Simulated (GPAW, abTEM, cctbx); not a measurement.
# Cd3GePt3Pb2: the scripts behind a bonding study

Short scripts, each with its output. The cell comes from substitution in a known structure type and wasn't matched to any measured phase.

## 1. Build the all-electron density and subtract free atoms

```text
cell
1.0
     0.000000000    0.000000000    4.197682040
     7.260482240    0.000000000    0.000000000
    -3.630241120    6.287762060    0.000000000
Pb Pt Cd Ge
2 3 3 1
Direct
0.000000000 0.666666670 0.333333330
0.000000000 0.333333330 0.666666670
0.000000000 0.000000000 0.228203520
0.000000000 0.771796480 0.771796480
0.000000000 0.228203520 0.000000000
0.500000000 0.000000000 0.616248350
0.500000000 0.383751650 0.383751650
0.500000000 0.616248350 0.000000000
0.500000000 0.000000000 0.000000000
```

```python
import numpy as np
from ase.io import read
from ase.units import Bohr
from gpaw import GPAW, PW, FermiDirac
from gpaw.calculator import GPAW as OldGPAW
from gpaw.mpi import serial_comm, world
from scipy.special import erfc
from scipy.spatial import cKDTree

atoms = read("cell.vasp")
atoms.calc = GPAW(mode=PW(450), xc="PBE", kpts={"size": (6, 4, 4), "gamma": True},
                 occupations=FermiDirac(0.1), maxiter=120, symmetry={"tolerance": 1e-5}, txt="scf.txt")
atoms.get_potential_energy()
rho = atoms.calc.get_all_electron_density(gridrefinement=2)
moments = atoms.get_magnetic_moments() if atoms.calc.get_number_of_spins() == 2 else np.zeros(len(atoms))
total = atoms.get_magnetic_moment() if moments.any() else 0.0
if world.rank == 0:
    free = OldGPAW(mode=PW(450), xc="PBE", txt=None, communicator=serial_comm)
    neutral = atoms.copy()
    neutral.set_initial_magnetic_moments(None)
    free.initialize(neutral)
    free.set_positions(neutral)
    drho = rho - free.get_all_electron_density(gridrefinement=2)
    # GPAW starts from confined atoms: exchange their smooth part for that of the datasets' free atoms
    h = np.stack(np.meshgrid(*[np.fft.fftfreq(n, 1 / n) for n in drho.shape], indexing="ij"), -1)
    gabs = np.linalg.norm(h @ atoms.cell.reciprocal(), axis=-1)
    tails = np.fft.fftn(free.get_pseudo_density(gridrefinement=2))
    g, form, v0 = np.linspace(0, gabs.max(), 1500), {}, 0
    for e in set(atoms.symbols):
        idx = atoms.symbols.search(e)
        d = free.setups[idx[0]].data
        r, w = d.rgd.r_g * Bohr, d.rgd.r_g**2 * d.rgd.dr_g
        j0 = np.sinc(2 * g[:, None] * r)
        smooth = sum(f * p**2 for f, p in zip(d.f_j, d.phit_jg)) + np.sqrt(4 * np.pi) * d.nct_g
        full = sum(f * p**2 for f, p in zip(d.f_j, d.phi_jg)) + np.sqrt(4 * np.pi) * d.nc_g
        phase = sum(np.exp(-2j * np.pi * h @ s) for s in atoms.get_scaled_positions()[idx])
        tails -= np.interp(gabs, g, j0 @ (smooth * w)) * phase * drho.size / atoms.get_volume()
        form[e] = j0 @ (full * w)
        v0 += 2 * np.pi / 3 * 14.3996 * (full * w * r**2).sum() * len(idx)  # V A^3
    tails *= 0.5 * erfc((gabs - 1.8) / 0.25)  # the tails differ at long wavelengths alone
    drho += np.fft.ifftn(tails).real  # crystal minus superposed spherical free atoms
    np.save("drho.npy", drho)
    dv = atoms.get_volume() / drho.size
    print("grid", drho.shape, " electrons %.3f" % (rho.sum() * dv), " moved by bonding %.3f e" % (abs(drho).sum() * dv / 2))
    pts = np.indices(drho.shape).reshape(3, -1).T / drho.shape @ atoms.cell
    shifts = (np.indices((3, 3, 3)).reshape(3, -1).T - 1) @ atoms.cell
    images = (atoms.positions[None] + shifts[:, None]).reshape(-1, 3)
    dist, idx = cKDTree(images).query(pts, k=4)
    out = drho.ravel()[dist[:, 0] > 0.5]
    print("deformation density beyond 0.5 A of the nuclei: max %.3f, min %.3f e/A^3" % (out.max(), out.min()))
    tie = dist < dist[:, :1] + 1e-4
    q = -np.bincount((idx % len(atoms))[tie], (drho.ravel()[:, None] / tie.sum(1, keepdims=True) * tie)[tie], len(atoms)) * dv
    print("atom        x       y       z   Voronoi charge  moment")
    for a, s, c, m in zip(atoms, atoms.get_scaled_positions(), q, moments):
        print("%-2s%-3d %7.4f %7.4f %7.4f %10.3f %10.2f" % (a.symbol, a.index + 1, *s, c, m))
    np.savez("free.npz", g=g, **form)
    print("mean inner potential of superposed free atoms %.3f V" % (v0 / atoms.get_volume()))
    print("total magnetic moment %.3f muB" % total)
```

```console
$ OMP_NUM_THREADS=1 mpirun -n 4 gpaw python run.py > gpaw.log
```

```text
grid (42, 72, 72)  electrons 574.000  moved by bonding 1.676 e
deformation density beyond 0.5 A of the nuclei: max 0.057, min -0.204 e/A^3
atom        x       y       z   Voronoi charge  moment
Pb1    0.0000  0.6667  0.3333     -0.073       0.00
Pb2    0.0000  0.3333  0.6667     -0.073       0.00
Pt3    0.0000  0.0000  0.2282     -0.134       0.00
Pt4    0.0000  0.7718  0.7718     -0.134       0.00
Pt5    0.0000  0.2282  0.0000     -0.134       0.00
Cd6    0.5000  1.0000  0.6162      0.207       0.00
Cd7    0.5000  0.3838  0.3838      0.207       0.00
Cd8    0.5000  0.6162  0.0000      0.207       0.00
Ge9    0.5000  0.0000  0.0000     -0.075       0.00
mean inner potential of superposed free atoms 23.225 V
total magnetic moment 0.000 muB
```

Time: 34 s on 4 cores of Arm Neoverse V2 (shared host), peak memory 1 GiB.

## 2. Fourier-transform the difference

```python
from cctbx import adptbx, crystal, miller, xray
from cctbx.eltbx import tiny_pse
import numpy as np

cs = crystal.symmetry(unit_cell=(7.2605, 7.2605, 4.1977, 90, 90, 120), space_group_symbol='Hall: P -6 -2')  # P-62m
atoms = [  # label, site, U (iso, or U11 U22 U33 U12 U13 U23 in A^2), occupancy
    ("Pb1", (2/3, 1/3, 0), 0.0000, 1),
    ("Pt1", (0, 0.2282, 0), 0.0000, 1),
    ("Cd1", (0, 0.61625, 0.5), 0.0000, 1),
    ("Ge1", (0, 0, 0.5), 0.0000, 1),
]
xs = xray.structure(crystal_symmetry=cs)
for label, site, u, occ in atoms:
    u = adptbx.u_cif_as_u_star(cs.unit_cell(), u) if isinstance(u, tuple) else u
    xs.add_scatterer(xray.scatterer(label, site=site, u=u, occupancy=occ))
xs.scattering_type_registry(table="wk1995")
drho = np.load("drho.npy")
T = np.array([[0, 1, 0], [0, 0, 1], [1, 0, 0]])  # conventional axes in terms of the primitive ones
dF = np.fft.ifftn(drho) * 191.63336  # electrons a conventional cell, indexed by primitive hkl
ms = miller.build_set(cs, anomalous_flag=False, d_min=0.9).sort("resolution")
iam = ms.structure_factors_from_scatterers(xs, algorithm="direct").f_calc()
p1 = xs.expand_to_p1()
z = np.array([tiny_pse.table(sc.scattering_type).atomic_number() for sc in p1.scatterers()])
x = np.array(p1.sites_frac())
free = np.load("free.npz")
print("static structure factors of the conventional cell: F in electrons, V (Mott-Bethe) in volts")
print("   h  k  l      d  |F| table  |F| free   |F| DFT   change   |V| free  |V| DFT  change %")
for h, d, table in list(zip(ms.indices(), ms.d_spacings().data(), iam.data()))[:16]:
    df = dF[tuple(np.rint(np.linalg.solve(T, h)).astype(int))]
    phase = np.exp(2j * np.pi * x @ h)
    f = sum(np.interp(1 / d, free["g"], free[sc.scattering_type]) * p for sc, p in zip(p1.scatterers(), phase))
    fz = (z * phase).sum()
    c = 14.3996 * d * d / (np.pi * cs.unit_cell().volume())
    v0, v1 = abs(fz - f) * c, abs(fz - f - df) * c
    print("%4d%3d%3d %7.4f %9.3f %9.3f %9.3f %8.3f %9.3f %8.3f %8s" % (h + (d, abs(table), abs(f), abs(f + df), abs(f + df) - abs(f), v0, v1, "%.1f" % (100 * (v1 / v0 - 1)) if v0 > 0.02 else "-")))
```

```console
$ python run.py
```

```text
static structure factors of the conventional cell: F in electrons, V (Mott-Bethe) in volts
   h  k  l      d  |F| table  |F| free   |F| DFT   change   |V| free  |V| DFT  change %
   1  0  0  6.2878    24.863    24.851    24.972    0.121     0.889    0.774    -12.9
   0  0  1  4.1977   210.558   210.107   210.614    0.507     5.013    4.799     -4.3
   1  1  0  3.6303    72.867    72.751    72.944    0.193     2.161    2.141     -0.9
   1  0  1  3.4912     9.004     8.965     8.881   -0.084     0.045    0.020    -54.5
   2  0  0  3.1439    59.724    59.612    59.730    0.118     0.954    0.926     -2.9
   1  1  1  2.7458   243.164   242.991   242.633   -0.358     7.503    7.568      0.9
   2  0  1  2.5164   204.250   204.133   203.878   -0.255     6.147    6.185      0.6
   2  1  0  2.3766   224.719   224.564   224.140   -0.424     6.026    6.084      1.0
   0  0  2  2.0989   456.879   456.483   455.720   -0.763    12.382   12.462      0.6
   3  0  0  2.0959   249.053   248.839   248.488   -0.351     7.004    7.041      0.5
   2  1  1  2.0681   191.069   190.945   190.584   -0.361     4.713    4.749      0.8
   1  0  2  1.9909    19.968    19.890    19.608   -0.282     0.559    0.586      4.8
   3  0  1  1.8752    41.654    41.807    41.717   -0.090     0.174    0.181      4.3
   1  1  2  1.8170    64.855    64.888    64.749   -0.138     1.207    1.212      0.5
   2  2  0  1.8151   138.599   138.455   138.498    0.042     3.613    3.609     -0.1
   2  0  2  1.7456    53.844    53.910    53.901   -0.010     0.710    0.710      0.1
```

Time: 0.22 s on 1 core of Arm Neoverse V2 (shared host), peak memory 0.08 GiB.

## 3. Propagate a plane wave with and without the bonding term

```python
import abtem
import numpy as np
from ase.build import make_supercell
from ase.io import read

abtem.config.set({"dask.lazy": False, "fft": "fftw", "diagnostics.progress_bar": False})
M = [[0, 0, -1], [0, 2, 1], [1, 0, 0]]  # rows: x, y and beam direction in the primitive cell's axes
unit = make_supercell(read("cell.vasp"), M)
unit.set_cell(list(unit.cell.lengths()) + [90, 90, 90], scale_atoms=True)
unit.positions[:, 2] += 0.5247  # keeps atomic planes off the slice boundaries
unit.wrap()
slab = unit * (2, 2, 144)
print(slab.get_chemical_formula(), "| box %.2f x %.2f x %.2f A" % tuple(slab.cell.lengths()))

# change of the potential by bonding, from the DFT deformation density (Poisson's equation term by term)
drho = np.load("drho.npy")
prim = read("cell.vasp")
h = np.stack(np.meshgrid(*[np.fft.fftfreq(n, 1 / n) for n in drho.shape], indexing="ij"), -1).reshape(-1, 3).astype(int)
g2 = ((h @ prim.cell.reciprocal()) ** 2).sum(1)
keep = (g2 > 0) & (g2 < 2.5**2)
shape = (208, 360, 24)
vg = np.zeros(shape, complex)
hm = h[keep] @ np.array(M).T
move = np.exp(-2j * np.pi * hm[:, 2] * (0.5247 / unit.cell[2, 2] - 0.5 / shape[2]))  # the same shift, sampled at mid-points
vg[tuple(hm.T % np.array(shape)[:, None])] = -14.3996 / np.pi * (np.fft.fftn(drho).ravel() / drho.size)[keep] / g2[keep] * move
dV = np.fft.ifftn(vg).real * vg.size
dV = dV.reshape(208, 360, 4, 6).mean(3) * unit.cell[2, 2] / 4  # V A, projected in each slice
dV = np.tile(dV.transpose(2, 0, 1), (144, 2, 2))


def build(atoms):
    p = abtem.Potential(atoms, gpts=(416, 720), slice_thickness=[slab.cell[2, 2] / 576] * 576,
                        parametrization="lobato", projection="infinite", exit_planes=48).build()
    p.array[:] += BONDING * dV
    return p


sigmas = {'Pb': 0.059, 'Pt': 0.059, 'Cd': 0.065, 'Ge': 0.07}  # r.m.s. displacement along each axis, A
u = np.array([sigmas[s] for s in slab.symbols])[:, None]
rng = np.random.default_rng(785)


def potentials():
    for _ in range(3):  # frozen phonons, one configuration at a time
        atoms = slab.copy()
        atoms.positions += u * rng.standard_normal((len(atoms), 3))
        atoms.wrap()
        yield build(atoms)


for label, BONDING in (("IAM", 0.0), ("DFT", 1.0)):
    print("=====", label)
    rng = np.random.default_rng(785)  # the same displacements for both
    potential = build(slab)
    print("grid", potential.gpts, "slices", potential.num_slices)
    thickness = potential.exit_thicknesses
    wave = abtem.PlaneWave(energy=300000)
    dp = np.mean([wave.multislice(p).diffraction_patterns(max_angle="valid").array for p in potentials()], axis=0)
    hkl = [(0, 0, 0), (1, 0, 0), (1, 1, 0), (2, 0, 0), (2, 1, 0), (3, 0, 0), (2, 2, 0)]
    nx, ny = dp.shape[-2:]
    print("intensity of each beam, fraction of the incident wave")
    print("  t (A)" + "".join("%9s" % " ".join(map(str, h)) for h in hkl) + "  diffuse    total")
    grid = np.zeros((nx, ny), bool)
    grid[nx // 2 % 2::2, ny // 2 % 2::2] = True
    for t, a in list(zip(thickness, dp))[1:]:
        idx = [np.rint(np.array(M) @ np.linalg.solve([[0, 1, 0], [0, 0, 1], [1, 0, 0]], h)).astype(int) for h in hkl]
        print("%7.1f" % t + "".join("%9.5f" % a[nx // 2 + i[0] * 2, ny // 2 + i[1] * 2] for i in idx) + "%9.4f%9.4f" % (a[~grid].sum(), a.sum()))
```

```console
$ python run.py
```

```text
Cd3456Ge1152Pb2304Pt3456 | box 14.52 x 25.15 x 604.47 A
===== IAM
grid (416, 720) slices 576
intensity of each beam, fraction of the incident wave
  t (A)    0 0 0    1 0 0    1 1 0    2 0 0    2 1 0    3 0 0    2 2 0  diffuse    total
   50.4  0.70155  0.00075  0.00006  0.00131  0.00091  0.00512  0.00230   0.0692   0.9916
  100.7  0.64974  0.00102  0.00263  0.00210  0.00105  0.00249  0.00049   0.1134   0.9858
  151.1  0.53718  0.00005  0.00301  0.00388  0.00244  0.00112  0.00088   0.1594   0.9783
  201.5  0.45107  0.00014  0.00848  0.00320  0.00176  0.00135  0.00114   0.2020   0.9698
  251.9  0.33545  0.00009  0.00962  0.00688  0.00187  0.00078  0.00081   0.2517   0.9602
  302.2  0.28222  0.00032  0.00928  0.00735  0.00149  0.00044  0.00029   0.2942   0.9506
  352.6  0.23674  0.00094  0.01370  0.00622  0.00041  0.00067  0.00017   0.3310   0.9414
  403.0  0.18516  0.00108  0.01100  0.00569  0.00018  0.00159  0.00004   0.3626   0.9330
  453.3  0.14630  0.00180  0.00882  0.00493  0.00037  0.00118  0.00024   0.3924   0.9245
  503.7  0.11994  0.00283  0.00750  0.00261  0.00079  0.00104  0.00019   0.4184   0.9162
  554.1  0.09713  0.00292  0.00464  0.00126  0.00092  0.00097  0.00028   0.4416   0.9076
  604.5  0.07892  0.00259  0.00282  0.00091  0.00129  0.00040  0.00042   0.4649   0.8991
===== DFT
grid (416, 720) slices 576
intensity of each beam, fraction of the incident wave
  t (A)    0 0 0    1 0 0    1 1 0    2 0 0    2 1 0    3 0 0    2 2 0  diffuse    total
   50.4  0.70184  0.00063  0.00008  0.00127  0.00089  0.00507  0.00235   0.0692   0.9916
  100.7  0.64609  0.00110  0.00307  0.00190  0.00115  0.00260  0.00054   0.1137   0.9857
  151.1  0.53373  0.00018  0.00298  0.00367  0.00270  0.00104  0.00088   0.1606   0.9782
  201.5  0.44978  0.00003  0.00871  0.00286  0.00197  0.00124  0.00117   0.2038   0.9695
  251.9  0.33877  0.00004  0.01045  0.00618  0.00200  0.00069  0.00090   0.2537   0.9599
  302.2  0.28644  0.00054  0.00924  0.00691  0.00154  0.00050  0.00030   0.2954   0.9504
  352.6  0.24640  0.00120  0.01327  0.00583  0.00038  0.00068  0.00020   0.3312   0.9415
  403.0  0.19485  0.00145  0.01073  0.00512  0.00011  0.00173  0.00003   0.3616   0.9333
  453.3  0.15274  0.00234  0.00776  0.00463  0.00030  0.00141  0.00017   0.3906   0.9249
  503.7  0.12139  0.00360  0.00615  0.00252  0.00085  0.00114  0.00016   0.4164   0.9166
  554.1  0.09389  0.00386  0.00361  0.00117  0.00100  0.00109  0.00020   0.4401   0.9080
  604.5  0.07080  0.00338  0.00177  0.00093  0.00128  0.00048  0.00031   0.4639   0.8995
```

Time: 2 min.

## 4. Rock the beam across one reflection

```python
import abtem
import numpy as np
from ase.build import make_supercell
from ase.io import read

abtem.config.set({"dask.lazy": False, "fft": "fftw", "diagnostics.progress_bar": False})
M = [[0, 0, -1], [0, 2, 1], [1, 0, 0]]  # rows: x, y and beam direction in the primitive cell's axes
unit = make_supercell(read("cell.vasp"), M)
unit.set_cell(list(unit.cell.lengths()) + [90, 90, 90], scale_atoms=True)
unit.positions[:, 2] += 1.0494  # keeps atomic planes off the slice boundaries
unit.wrap()
slab = unit * (1, 1, 216)
print(slab.get_chemical_formula(), "| box %.2f x %.2f x %.2f A" % tuple(slab.cell.lengths()))

# change of the potential by bonding, from the DFT deformation density (Poisson's equation term by term)
drho = np.load("drho.npy")
prim = read("cell.vasp")
h = np.stack(np.meshgrid(*[np.fft.fftfreq(n, 1 / n) for n in drho.shape], indexing="ij"), -1).reshape(-1, 3).astype(int)
g2 = ((h @ prim.cell.reciprocal()) ** 2).sum(1)
keep = (g2 > 0) & (g2 < 2.5**2)
shape = (162, 280, 24)
vg = np.zeros(shape, complex)
hm = h[keep] @ np.array(M).T
move = np.exp(-2j * np.pi * hm[:, 2] * (1.0494 / unit.cell[2, 2] - 0.5 / shape[2]))  # the same shift, sampled at mid-points
vg[tuple(hm.T % np.array(shape)[:, None])] = -14.3996 / np.pi * (np.fft.fftn(drho).ravel() / drho.size)[keep] / g2[keep] * move
dV = np.fft.ifftn(vg).real * vg.size
dV = dV.reshape(162, 280, 2, 12).mean(3) * unit.cell[2, 2] / 2  # V A, projected in each slice
dV = np.tile(dV.transpose(2, 0, 1), (216, 1, 1))


def build(atoms):
    p = abtem.Potential(atoms, gpts=(162, 280), slice_thickness=[slab.cell[2, 2] / 432] * 432,
                        parametrization="lobato", projection="infinite", exit_planes=108).build()
    p.array[:] += BONDING * dV
    return p


def potentials():
    yield build(slab)  # atoms at rest


for label, BONDING in (("IAM", 0.0), ("DFT", 1.0)):
    print("=====", label)
    potential = build(slab)
    print("grid", potential.gpts, "slices", potential.num_slices)
    thickness = potential.exit_thicknesses
    h = np.array(M) @ np.linalg.solve(np.array([[0, 1, 0], [0, 0, 1], [1, 0, 0]]), [1, 1, 0])
    ix, iy = round(h[0]) * 1, round(h[1]) * 1
    gxy = h[:2] / unit.cell.lengths()[:2]
    along = gxy / np.hypot(*gxy)
    across = np.array([-along[1], along[0]])
    bragg = 500 * abtem.PlaneWave(energy=300000).wavelength * np.hypot(*gxy)
    print("Bragg angle %.3f mrad; beam tilted 37 mrad off the zone axis across the row" % bragg)
    print("dark-field intensity of 1 1 0 against tilt along the row, in Bragg angles")
    print("  t (A)" + "".join("%8.2f" % s for s in [0.2, 0.4, 0.6, 0.8, 1.0, 1.2, 1.4, 1.6, 1.8, 2.0, 2.2, 2.4, 2.6]))
    rows = []
    row = [(n * ix, n * iy) for n in range(-8, 9)]
    for s in [0.2, 0.4, 0.6, 0.8, 1.0, 1.2, 1.4, 1.6, 1.8, 2.0, 2.2, 2.4, 2.6]:
        tilt = -s * bragg * along + 37 * across
        dp = abtem.PlaneWave(energy=300000, tilt=tuple(tilt)).multislice(potential).diffraction_patterns(max_angle="valid").array
        rows.append(dp[:, dp.shape[1] // 2 + ix, dp.shape[2] // 2 + iy])
        if s == 1.0:
            cx, cy = dp.shape[1] // 2, dp.shape[2] // 2
            share = sum(dp[:, cx + i, cy + j] for i, j in row if abs(i) < cx and abs(j) < cy) / dp.sum(axis=(1, 2))
            total = dp.sum(axis=(1, 2))
    for t, a in list(zip(thickness, np.array(rows).T))[1:]:
        print("%7.1f" % t + "".join("%8.4f" % v for v in a))
    print("at the Bragg tilt, share in the row:", share[1:].round(3).tolist(), "total:", total[1:].round(3).tolist())
```

```console
$ python run.py
```

```text
Cd1296Ge432Pb864Pt1296 | box 7.26 x 12.58 x 906.70 A
===== IAM
grid (162, 280) slices 432
Bragg angle 2.712 mrad; beam tilted 37 mrad off the zone axis across the row
dark-field intensity of 1 1 0 against tilt along the row, in Bragg angles
  t (A)    0.20    0.40    0.60    0.80    1.00    1.20    1.40    1.60    1.80    2.00    2.20    2.40    2.60
  226.7  0.0351  0.0490  0.0613  0.0702  0.0743  0.0744  0.0695  0.0615  0.0521  0.0431  0.0378  0.0368  0.0376
  453.3  0.0210  0.0598  0.0969  0.1254  0.1526  0.1416  0.0981  0.0485  0.0148  0.0046  0.0141  0.0280  0.0262
  680.0  0.0007  0.0006  0.0221  0.0939  0.1275  0.1217  0.0440  0.0031  0.0006  0.0104  0.0449  0.0521  0.0686
  906.7  0.0144  0.0035  0.0127  0.0189  0.0306  0.0861  0.0337  0.0087  0.0002  0.0080  0.0481  0.0122  0.0387
at the Bragg tilt, share in the row: [0.30399999022483826, 0.23800000548362732, 0.18199999630451202, 0.11500000208616257] total: [0.9869999885559082, 0.9700000286102295, 0.9539999961853027, 0.9399999976158142]
===== DFT
grid (162, 280) slices 432
Bragg angle 2.712 mrad; beam tilted 37 mrad off the zone axis across the row
dark-field intensity of 1 1 0 against tilt along the row, in Bragg angles
  t (A)    0.20    0.40    0.60    0.80    1.00    1.20    1.40    1.60    1.80    2.00    2.20    2.40    2.60
  226.7  0.0336  0.0472  0.0593  0.0681  0.0722  0.0723  0.0676  0.0596  0.0503  0.0415  0.0361  0.0349  0.0354
  453.3  0.0210  0.0593  0.0958  0.1236  0.1500  0.1400  0.0974  0.0477  0.0141  0.0042  0.0139  0.0276  0.0250
  680.0  0.0011  0.0006  0.0220  0.0942  0.1279  0.1233  0.0435  0.0027  0.0005  0.0109  0.0446  0.0512  0.0669
  906.7  0.0160  0.0030  0.0134  0.0188  0.0312  0.0880  0.0351  0.0091  0.0003  0.0081  0.0462  0.0136  0.0403
at the Bragg tilt, share in the row: [0.3019999861717224, 0.23499999940395355, 0.17900000512599945, 0.11500000208616257] total: [0.9869999885559082, 0.9700000286102295, 0.9539999961853027, 0.9399999976158142]
```

Time: 33 s.

[Outputs are excerpts: Python notices, other lines and further rows are left out; steps that failed or that the build refused (PBEsol, TPSS) are not shown.]

[Logs are printed without paths, hosts, clocks, repeated set-up lines and the standing remarks that a program may print on its own settings, such as how far it seeks lower states.]
